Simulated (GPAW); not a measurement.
Consider ZrS (Fm-3m).

```xyz
2
Lattice="0.0000 2.6250 2.6250 2.6250 0.0000 2.6250 2.6250 2.6250 0.0000" Properties=species:S:1:pos:R:3 pbc="T T T"
Zr    0.0000    0.0000    0.0000
S     2.6250    2.6250    2.6250
```

Absorber: atom 1, with 6 S at 2.62 Å (octahedral, site symmetry m-3m). Method: GPAW, LDA, excited-electron core hole (neutral cell), 12-atom cell with 6.4 Å between holes, 3×4×4 k points, dipole transitions, Gaussian full width 1.57 eV up to 4 eV, rising linearly to 3.5 eV at 25 eV.

The database entry behind the starting cell differs from later determinations by our own check (an axis about 1.9 % long against later determinations), so it need not match the best structure at ambient conditions.

Q: What does the Zr L₃ edge look like?

Main maxima up to 30 eV above the zero (height): 1.0 eV (4.23), 7.8 eV (0.96), 17.6 eV (0.64) and 29.2 eV (0.69). At an L edge the dipole rule selects empty d (and weakly s) states on the absorber, and the strong line at the onset measures the empty part of its d band. 

The Zr L₃ spectrum (energy from the lowest empty level; intensity scaled to a mean of 1 over the first 20 eV):

```
E (eV)  intensity
  -2.0       0.00
  -1.4       0.07
  -0.8       0.46
  -0.2       1.68
   0.4       3.40
   1.0       4.23
   1.6       3.68
   2.2       2.59
   2.8       1.64
   3.4       1.00
   4.0       0.68
   4.6       0.62
   5.2       0.61
   5.8       0.58
   6.4       0.65
   7.0       0.82
   7.6       0.95
   8.2       0.95
   8.8       0.87
   9.4       0.77
  10.0       0.70
  10.6       0.65
  11.2       0.58
  11.8       0.49
  12.4       0.41
  13.0       0.37
  13.6       0.35
  14.2       0.38
  14.8       0.44
  15.4       0.51
  16.0       0.57
  16.6       0.61
  17.2       0.64
  17.8       0.64
  18.4       0.62
  19.0       0.57
  19.6       0.51
  20.2       0.44
  20.8       0.41
  21.4       0.41
  22.0       0.43
  22.6       0.46
  23.2       0.49
  23.8       0.49
  24.4       0.48
  25.0       0.47
  25.6       0.47
  26.2       0.50
  26.8       0.54
  27.4       0.59
  28.0       0.64
  28.6       0.67
  29.2       0.69
  29.8       0.68
  30.4       0.64
  31.0       0.59
  31.6       0.55
```

Only the L₃ part is meant: spin–orbit coupling of the core level isn't computed and the L₂ copy isn't added. The script folds with a Gaussian, whereas the core hole's own line is a Lorentzian, so the onset is too steep and the first peak too high. The unit cell's mesh shows no gap over 0.35 eV. That is right for a metallic compound; for a small-gap or correlated insulator it would be the fault of the functional or of the assumed magnetic order, and the hole would be screened too well. The holes are only 6.4 Å apart, so the shape is probably not converged with cell size; no larger cell was run here. The mesh is coarse (0.35 Å⁻¹ between points), so small maxima may be mesh ripples. Lifetime broadening is put in by hand, and intensities beyond about 20 eV depend on it and on the partial waves; weight that the partial waves miss at high energy is lost. The structure is a published determination, not relaxed.

[Banner, clock and machine lines of the logs are left out without a mark of their own.]

[Logs are printed without paths, hosts, clocks, repeated set-up lines and the standing remarks that a program may print on its own settings, such as how far it seeks lower states.]

[Hosts, paths, dates, database ids (printed as entryN), source tags and the programs' standing remarks are cut or masked in the printed files.]

[Lists of maxima count a maximum above −3 eV only where it reaches 4 % of the highest in the window and stands out from its surroundings by 2 % of it (1.5 % where it reaches 55 %); shoulders and weaker maxima are passed over, and of the rest the first, up to two pre-edge ones and the few strongest are named.]
